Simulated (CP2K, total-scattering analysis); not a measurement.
# The surroundings of H by a first difference

Two samples of ethanol (12 ethanol; C 22.2, O 11.1, H 66.7 atom %; 300 K, fixed volume; ρ₀ = 0.0929 Å⁻³) differ only in the isotope of H: D (b = 6.6681 fm) and H (b = -3.7395 fm). Other lengths: C 6.6472, O 5.8037 fm. The data are simulated by ab initio molecular dynamics with CP2K (LDA, Gaussian and plane waves, DZVP-MOLOPT-SR basis, GTH potentials, 400 Ry, CSVR thermostat, no spin, fixed volume, H with the mass of D). The average runs over 0.29 ps of 108 atoms, so shells between rare elements are rough. Mean temperature 318 K, largest m.s.d. 1.84 Å², energy drift -4 meV an atom (last third less first, no steady trend); the first quarter of the run is discarded. Start: last frame of a classical run of this cell at the same density and temperature. So short a stretch relaxes bonds and nearest shells but still remembers its start. It is a liquid as far as so short a run tells. LDA overbinds hydrogen bonds, so O–O contacts come out short and the liquid too structured. The partials come from the cell's reciprocal vectors below 4 Å⁻¹ and from g(r) above; absorption, incoherent and inelastic scattering are left out. F(Q) = Σ ci cj bi bj (Sij − 1), in barn per steradian and atom:

```
Q (Å⁻¹)      2H      1H  difference
    0.6  -0.103  -0.216       0.114
    0.9  -0.102  -0.188       0.086
    1.2   0.143  -0.185       0.328
    1.5   0.507  -0.141       0.648
    1.8  -0.054  -0.095       0.041
    2.1  -0.074  -0.068      -0.006
    2.4  -0.085  -0.056      -0.030
    2.7  -0.011  -0.062       0.051
    3.0  -0.034  -0.012      -0.022
    3.3  -0.038   0.001      -0.039
    3.6  -0.049   0.018      -0.066
    3.9  -0.051   0.033      -0.084
    4.2  -0.082   0.040      -0.122
    4.5  -0.101   0.059      -0.160
    4.8  -0.099   0.080      -0.179
    5.1  -0.077   0.089      -0.166
    5.4  -0.042   0.075      -0.117
    5.7  -0.009   0.041      -0.050
    6.0   0.021  -0.001       0.022
    6.3   0.051  -0.043       0.094
    6.6   0.070  -0.074       0.143
    6.9   0.067  -0.082       0.149
    7.2   0.057  -0.068       0.125
    7.5   0.051  -0.043       0.094
    7.8   0.042  -0.019       0.061
    8.1   0.026   0.002       0.024
    8.4   0.009   0.016      -0.007
    8.7  -0.001   0.021      -0.021
    9.0  -0.009   0.015      -0.024
    9.3  -0.021   0.006      -0.028
    9.6  -0.034   0.005      -0.039
    9.9  -0.041   0.014      -0.055
   10.2  -0.043   0.026      -0.070
   10.5  -0.042   0.034      -0.076
   10.8  -0.037   0.034      -0.071
```

The first difference in real space, ΔG(r), in barn (from the pair functions, so without the broadening of a finite Q range):

first difference G(r), r (Å) and value: 0.50 -0.428, 0.58 -0.428, 0.66 -0.428, 0.74 -0.428, 0.82 -0.428, 0.90 -0.428, 0.98 0.284, 1.06 2.978, 1.14 3.096, 1.22 -0.413, 1.30 -0.420, 1.38 -0.372, 1.46 -0.324, 1.54 -0.293, 1.62 -0.282, 1.70 -0.120, 1.78 0.071, 1.86 -0.173, 1.94 -0.169, 2.02 0.173, 2.10 0.547, 2.18 0.612, 2.26 0.014, 2.34 -0.180, 2.42 -0.165, 2.50 -0.089, 2.58 -0.071, 2.66 -0.061, 2.74 -0.062, 2.82 -0.050, 2.90 -0.055, 2.98 -0.075, 3.06 0.001, 3.14 -0.043, 3.22 -0.078, 3.30 -0.073, 3.38 -0.022, 3.46 -0.038, 3.54 -0.059

**Question.** Which pairs survive in the difference, and what is the first shell of H?

Pairs without H cancel. ΔG(r) = Σ W [g(r) − 1] with W = 2 c(H) c(j) b(j) Δb, and c(H)² (b₁² − b₂²) for H–H: H–C 0.2050, H–O 0.0895, H–H 0.1355 barn. At small r, ΔG → −ΣW = -0.430; in this finite cell the H–H term carries (N − 1)/N with N = 72 atoms of H, which gives -0.428.

The first feature holds O–H (1.02 Å, 0.2 neighbours by the coordinates) and C–H (1.10 Å, 0.8 neighbours by the coordinates) together, so its area gives only their weighted sum.

Shells of H from the coordinates: O–H at 1.02 Å, 0.2 neighbours to 1.26 Å; C–H at 1.10 Å, 0.8 neighbours to 1.42 Å; H–H at 1.78 Å, 1.5 neighbours to 2.02 Å, a soft count (first peaks with a usable minimum only). Counts average over all H, whatever molecule they sit on, and second peaks of a pair (H two bonds away, hydrogen bonds) add features between 1.5 and 2.5 Å that aren't listed. The structure is taken to be the same for both isotopes, which holds least well for H and D.

[Logs are printed without paths, hosts, clocks, repeated set-up lines and the standing remarks that a program may print on its own settings, such as how far it seeks lower states.]
